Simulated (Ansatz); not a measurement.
## SiC (P6_3mc):Li_i (void), thermodynamic levels from a 108-atom cell

Wanted: the transition levels of a interstitial in SiC (P6_3mc), from a cell of 108 host atoms with 1 Li put in.

Calculated with Ansatz 0.2.0; place-levels on r2SCAN runs: charge-transition levels and formation energies with image-charge correction and potential alignment at the atomic sites; PAW set soft_1.

The experiments to compare with:

“Charge spill-out and work function of few-layer graphene on SiC(0001)” (2018, arxiv:1806.04908) quotes from earlier work for SiC, 6H (bulk crystal, literature): band gap (indirect gap, experimental literature value) 3.03 eV [Literature value cited in passing in the theory part; temperature and measurement method …].

## Step 1: Set-up

The cell holds 109 atoms: 54 Si, 54 C and 1 Li. Its edges and angles: a = 9.236 Å, b = 9.236 Å, c = 15.108 Å, α = 90.0°, β = 90.0°, γ = 120.0°. It derives from SiC (space group P6_3mc). Nearest the centre at fractional (0.111, 0.222, 0.437): Li109 at 0.00 Å, Si5 at 2.01 Å, Si53 at 2.01 Å, Si17 at 2.01 Å, C8 at 2.01 Å, C56 at 2.01 Å, C20 at 2.01 Å, Si74 at 2.37 Å.

Screening for the image-charge correction: ε∞ = (7.09, 7.09, 7.35), ε0 = (10.43, 10.43, 10.95), computed on the host (DFPT, PBEsol, on the r2SCAN cell), and a cell off the functional's own equilibrium shifts the ionic part.

The cell's shortest repeat is 9.2 Å.

## Step 2: What was run first

A transition level is the Fermi level at which two charge states cost the same, so each charge needs its own total energy, at its own relaxed structure.

Each atom starts 0.05 Å or so off its site in a random direction: a symmetric start keeps its symmetry, and would miss off-centre moves and Jahn–Teller distortions. Forces are taken at one point at (¼, ¼, ¼). The cell holds 1 electron fewer than the neutral one, with a uniform background that keeps it neutral on the whole.

The sampling was tested on the host first: at the k-points planned (1x1x1 shifted 0.25 0.25 0.25) its energy lies -0.041 eV an atom from the dense-mesh value, a large miss, so this sampling is coarse for the host.

One of the inputs; charge, spin and start change from state to state.

qp1.relax/input.yaml

```yaml
crystal:
  lattice:
    - [9.23599493, 0.0, 0.0]
    - [-4.61799746, 7.99860624, 0.0]
    - [0.0, 0.0, 15.1078644]
  atoms:
    - { symbol: Si, position: [0.11111111, 0.22222222, 0.8329854] }
    - { symbol: Si, position: [0.22222222, 0.11111111, 0.3329854] }
[... 2 atom lines left out ...]
    - { symbol: Si, position: [0.0, 0.0, 0.49972248] }
[... 2 atom lines left out ...]
    - { symbol: C, position: [0.0, 0.0, 0.37436694] }
[... 2 atom lines left out ...]
    - { symbol: C, position: [0.22222222, 0.11111111, 0.54152848] }
[... 2 atom lines left out ...]
    - { symbol: Si, position: [0.22222222, 0.44444444, 0.3329854] }
[... 2 atom lines left out ...]
    - { symbol: Si, position: [0.0, 0.33333333, 0.49972248] }
[... 2 atom lines left out ...]
    - { symbol: C, position: [0.0, 0.33333333, 0.37436694] }
[... 2 atom lines left out ...]
    - { symbol: C, position: [0.22222222, 0.44444444, 0.54152848] }
[... 17 atom lines left out ...]
    - { symbol: Si, position: [0.33333333, 0.0, 0.49972248] }
[... 2 atom lines left out ...]
    - { symbol: C, position: [0.33333333, 0.0, 0.37436694] }
[... 8 atom lines left out ...]
    - { symbol: Si, position: [0.33333333, 0.33333333, 0.49972248] }
[... 2 atom lines left out ...]
    - { symbol: C, position: [0.33333333, 0.33333333, 0.37436694] }
[... 8 atom lines left out ...]
    - { symbol: Si, position: [0.33333333, 0.66666667, 0.49972248] }
[... 2 atom lines left out ...]
    - { symbol: C, position: [0.33333333, 0.66666667, 0.37436694] }
[... 5 atom lines left out ...]
    - { symbol: Si, position: [0.88888889, 0.11111111, 0.3329854] }
[... 2 atom lines left out ...]
    - { symbol: Si, position: [0.66666667, 0.0, 0.49972248] }
[... 2 atom lines left out ...]
    - { symbol: C, position: [0.66666667, 0.0, 0.37436694] }
[... 2 atom lines left out ...]
    - { symbol: C, position: [0.88888889, 0.11111111, 0.54152848] }
[... 14 atom lines left out ...]
    - { symbol: Si, position: [0.88888889, 0.77777778, 0.3329854] }
[... 10 atom lines left out ...]
    - { symbol: Li, position: [0.111111, 0.222222, 0.437048] }
  host:
    repeats: [3, 3, 1]
    atoms:
      - { symbol: Si, position: [0.33333333, 0.66666667, 0.8329854] }
      - { symbol: Si, position: [0.66666667, 0.33333333, 0.3329854] }
      # ... 10 more atoms of the perfect host
total_charge: 1
basis:
  ecutwfc: 500
  xc_grid: 2
hamiltonian:
  xc: r2scan
  pseudopotentials: { kind: paw, azcp: { folder: soft_1 } }
kpoints:
  mp_grid: { grid: [1, 1, 1], shift: [0.25, 0.25, 0.25] }
scf:
  occupations: { method: fixed }
  max_iter: 60
output:
  forces: true
  charged_corrections:
    epsilon: [7.09, 7.09, 7.35]
    static_epsilon: [10.43, 10.43, 10.95]
    defect_position: [0.111111, 0.222222, 0.437048]
relax:
  f_tol: 0.02
  max_steps: 80
  random_displacement: { amplitude: 0.05, seed: 502 }
checkpoint:
  write: "../qp1.relax.run"
  compress: false
  write_wavefunctions: true
  write_every: 100000
```

Run with:

```bash
> ansatz run input.yaml --threads 4 --pin off --max-ram 15073MiB --backend cpu --events-out ev --progress --plain --runs-dir out
```

The relaxed structure is kept and the sampling changed to a 2×2×2 shifted mesh.

The run of this state that the levels use, under r2SCAN:

qp1.point/input.yaml

```yaml
crystal:
  checkpoint: "../qp1.relax.run"
  host: checkpoint
total_charge: 1
basis:
  ecutwfc: 500
  xc_grid: 2
hamiltonian:
  xc: r2scan
  pseudopotentials: { kind: paw, azcp: { folder: soft_1 } }
kpoints:
  mp_grid: { grid: [2, 2, 2], shift: [0.5, 0.5, 0.5] }
scf:
  occupations: { method: fermi_dirac, width: 0.01 }
  max_iter: 60
output:
  forces: true
  eigenvalues: true
  charged_corrections:
    epsilon: [7.09, 7.09, 7.35]
    static_epsilon: [10.43, 10.43, 10.95]
    defect_position: [0.111111, 0.222222, 0.437048]
  eigenstates: { localisation: true }
  populations: true
  band_densities: [{ bands: [v1, v1] }, { bands: [c1, c1] }]
  write_density: true
  write_potential: true
  volumetric_format: npy
  elf: true
checkpoint:
  read: "../qp1.relax.run"
  write: "../qp1.point.run"
  compress: false
  write_wavefunctions: false
  write_every: 100000
```

Relaxations under r2SCAN at one point at (¼, ¼, ¼); times on 4 threads of Arm Neoverse V2, shared host:

```tsv
charge	moment (μB)	occupations	outcome	steps	largest displacement against the far atoms (Å)	time
0	1	fixed	converged	7	0.17	8.5 min
+1	0	fixed	converged	6	0.17	2.9 min
```

Single points under r2SCAN at a 2×2×2 shifted mesh; times on 4 threads of Arm Neoverse V2, shared host:

```tsv
charge	moment (μB)	occupations	outcome	time
0	1	fermi-dirac	converged	9.3 min
+1	0	fermi-dirac	converged	3.3 min
```

Distances (Å) from Li109 to the nearest atoms after relaxation with r2SCAN:

```tsv
charge	moment (μB)	1.	2.	3.	4.	5.	6.
0	1	C 1.94	C 1.94	C 1.94	Si 2.19	Si 2.20	Si 2.21
+1	0	C 1.94	C 1.94	C 1.94	Si 2.19	Si 2.20	Si 2.20
```

## Step 3: Levels against the band edges, r2SCAN

A charged cell interacts with its images and the background, and its potential has another zero than the host's. place-levels removes the first by a point-charge model, screened by the static dielectric constant since the ions have relaxed around the charge, and the second by comparing potentials at atoms far from the defect.

The host is a run of the defect-free crystal in the same cutoffs, grids and k-points, so that basis and sampling errors cancel in part in the differences. The host is run in a cell of 12 atoms on a matching mesh. Its band edges are searched through the zone by a band path, so the gap is smaller than, or equal to, that on the mesh. Chemical potentials are energies per atom of Li (bcc), run with the same functional and cutoff.

levels.point.yaml

```yaml
host:
  run: host.point.run
states: [q0_M1.point.run, qp1.point.run]
geometry_from:
  q0_M1.point.run: q0_M1.relax.run
  qp1.point.run: qp1.relax.run
  host.point.run: host.relax.run
chemical_potentials:
  Li:
    energy: -205.132397
    dataset: <sha256 of the dataset>
epsilon: [7.09, 7.09, 7.35]
static_epsilon: [10.43, 10.43, 10.95]
vertical:
  - { from: qp1.point.run, to: qp1.point_neutral.run }
```

Run with:

```bash
> ansatz place-levels levels.point.yaml -- --threads 4 --pin off --max-ram 15073MiB
```

Numbers of over 12 decimals in the logs are rounded to 6 here.

Output:

```text
[... repeated set-up lines and file paths are left out, and long positions are rounded to six places ...]
(+1/0) 2.399 eV above the valence edge (+2.488 eV without the band-filling correction), in the conduction band
formation energy of charge +1: +0.360 eV with the Fermi level at the valence edge
formation energy of charge 0: +2.759 eV with the Fermi level at the valence edge
vertical +1 to 0: no energy, since no alignment is typed
  the change from vertical[0].from (qp1.point.run) to vertical[0].to (qp1.point_neutral.run): by its potential at epsilon [7.09, 7.09, 7.35] it stands at 0.029 0.304 0.447, with an rms radius of about 7.3 Å (3.8 3.8 5.0 Å across the planes of the cell's [...]
  edges by r2scan, gap 2.368 eV; the host is sampled to repeats of 18.47 Å
  the defect's cells are sampled to repeats of 18.47 Å, like sampling
  charge +1: -48346.1395 eV with its correction of +0.217 eV, at epsilon [10.43, 10.43, 10.95], aligned at sites: +0.0508 eV, mean over 76 atomic sites at or beyond 4.62 Å from the defect at [0.1111, 0.2222, 0.4370], with +0.000000 for the charge's moments [...]
  charge 0: +0.000 eV for its dipole among its images, +0.000 omitted
  states[0] (q0_M1.point.run): levels filled in part (TS 0.005 eV): its energy is of no whole electron's
  of states[1] (qp1.point.run): how wide its charge is, is not read beside other atoms or cores, and a band state would take no correction. [...]
  of states[0] (q0_M1.point.run): a band-filling correction moves a carrier to the host's band edge, which changes its energy by -0.089 eV; [...]
  of vertical[0].from (qp1.point.run): it parts from the run at its places by a charge that spreads by about 3.8 Å along one vector (1.4 Å or more is wide), by its potential at epsilon [7.09, 7.09, 7.35], taken for that of held ions (one typed too small [...]
  vertical[0].to (qp1.point_neutral.run): levels filled in part (TS 0.002 eV): its energy is of no whole electron's
  of vertical[0].to (qp1.point_neutral.run): its moments are held at its close (magnetization.spin_locking), by a field of 0.056 eV a Bohr magneton, and its energy and levels are of the state that this holds: a run that lets them go can end lower; [...]
```

It took 0.24 s on 4 threads of Arm Neoverse V2, shared host.

Levels between the charges placed, in eV above the valence top:

```tsv
	gap (eV)	(+1/0)
r2SCAN	2.37	2.40
```

Corrections by state:

```tsv
charge	moment (μB)	image terms and alignment (eV)	band filling (eV)	ε used	over the lowest of its charge, as the program ranks them, band filling apart (eV)
+1	0.0	0.217	-	principal values (10.43, 10.43, 10.95)	0.000
0	1.0	0.000	-0.089	-	0.000
```

The charged structures listed were also run neutral, and place-levels reads from each pair, by the potential or the spins, how wide the charge is by which they differ; that can be the carrier of either run.

```tsv
charge	rms radius (Å)	spread where it is widest against the cell (Å)	wide from (Å)	reading
+1	7.3	3.80	1.39	wide
```

The neutral runs of these pairs need not share the spin of the lowest neutral state, and very wide values only mean spread over the cell.

From the program's caveats on the states, each cut to its opening words:

- charge +1: how wide its charge is, is not read beside other atoms or cores, and a band state would take no correction
- charge 0 (1 μB): a band-filling correction moves a carrier to the host's band edge, which changes its energy by -0.089 eV
- charge 0 (1 μB): its alignment with the host at atomic sites is doubtful: the mean over the far sites moves by -0.0955 eV from their farther parts to their nearer, more than [...]
- charge 0 (1 μB): its sublattices stand up to 0.0126 Å off the host's, which by the two runs' forces adds about +0.02 eV to its energy against the host's, and moves the band [...]
- charge 0 (1 μB): its moments are held at its close (magnetization.spin_locking), by a field of 0.045 eV a Bohr magneton, and its energy and levels are of the state that this [...]
- charge 0 (1 μB): flagged: stability check not made

The host's formation energy from the elements is -0.356 eV per atom; it sets how far the chemical potentials can move.

Formation energies (eV), C-rich (Δμ(C) = 0.00 eV, Δμ(Si) = -0.71 eV, Δμ(Li) = 0.00 eV):

```tsv
charge	Fermi level at the valence top	at the conduction bottom
+1	0.36	2.73
0	2.76	2.76
```

Formation energies (eV), Si-rich (Δμ(Si) = 0.00 eV, Δμ(C) = -0.71 eV, Δμ(Li) = 0.00 eV):

```tsv
charge	Fermi level at the valence top	at the conduction bottom
+1	0.36	2.73
0	2.76	2.76
```

## Step 4: The same at the relaxations' own k-points

The relaxations' own energies give the levels at their sampling, for comparison.

levels.relax_mesh.yaml

```yaml
host:
  run: host.relax.run
states: [q0_M1.relax.run, qp1.relax.run]
chemical_potentials:
  Li:
    energy: -205.132397
    dataset: <sha256 of the dataset>
```

Run with:

```bash
> ansatz place-levels levels.relax_mesh.yaml -- --threads 4 --pin off --max-ram 15073MiB
```

Output:

```text
[...]
formation energy of charge +1: +0.358 eV with the Fermi level at the valence edge
formation energy of charge 0: +2.780 eV with the Fermi level at the valence edge
  edges by r2scan, gap 2.378 eV; the host is sampled to repeats of 16.00 Å
[... the lines on each state left out ...]
```

Run time: 0.09 s. Hardware: 4 threads.

Levels between neighbouring charges, in eV above the valence top:

```tsv
	gap (eV)	(+1/0)
one point at (¼, ¼, ¼)	2.38	2.42
a 2×2×2 shifted mesh	2.37	2.40
```

Going from one point at (¼, ¼, ¼) to a 2×2×2 shifted mesh moves formation energies against the elements by up to 0.02 eV; band-filling terms, which differ between samplings, are in these energies.

## Step 5: What came out

| Quantity | Value |
| --- | --- |
| gap of the host | 2.37 eV (r2SCAN) |
| level (plus 1/0) | 2.40 eV above the valence top, past the conduction bottom (2.49 eV above the valence top without the band-filling term) |
| lowest of the charges placed, just above the valence top (0.02 eV) | +1 |
| lowest of the charges placed, just below the conduction bottom (0.02 eV) | +1 |
| lowest formation energy at mid-gap of the charges run, C-rich | 1.54 eV |
| lowest formation energy at mid-gap of the charges run, Si-rich | 1.54 eV |

What this shows: Of the charges placed (0 and +1), +1 is the lowest from 0.02 eV above the valence top to 0.02 eV below the conduction bottom, a gap of 2.37 eV. Charges above +1 and below 0 were not placed, so these runs say nothing of levels that involve them. States placed: +1 at 0 μB; 0 at 1 μB. Other spin states or structures, where not listed, weren't placed. The program finds carriers beyond a band edge of the host and adds a band-filling term at charge 0 (-0.09 eV); steps to such a charge show no bound level, and a defect level inside a band would be read the same way. Li is taken at its element; compounds, which aren't counted here, bound the chemical potentials and would shift these formation energies. Going from one point at (¼, ¼, ¼) to a 2×2×2 shifted mesh moves formation energies against the elements by up to 0.02 eV; band-filling terms, which differ between samplings, are in these energies. The program doubts the alignment of potentials for at least one state, a sign that the cell is small. What this leaves open: r2SCAN makes the gap too small and tends to spread out bound carriers; force components of up to 0.19 eV/Å remain in a run at the final settings.

Comparison with the measured values:

| quantity | measured | r2SCAN |
| --- | --- | --- |
| band gap (least gap of the host) (eV) | 3.03 | 2.37 (-0.66 eV) |

Measured values from arxiv:1806.04908 (2018).

**Verdict.** The band gap is off by -0.66 eV: a clear miss. Local and semilocal functionals usually give gaps below the measured ones. Zero-point and thermal motion shift the measured gap.

[Logs are printed without paths, hosts, clocks, repeated set-up lines and the standing remarks that a program may print on its own settings, such as how far it seeks lower states.]

[Hosts, paths, dates, database ids (printed as entryN), source tags and the programs' standing remarks are cut or masked in the printed files.]

[Where a table of states has a column of steps, it counts the stored structures, which are thinned; the runs took as many ionic steps or more.]

[A defect's name tells the site on which it was built; relaxed atoms can leave that site.]

[For some hosts the program warned that the k-mesh of the response run may be too coarse for force constants and the static dielectric constant; such warnings are not shown here.]
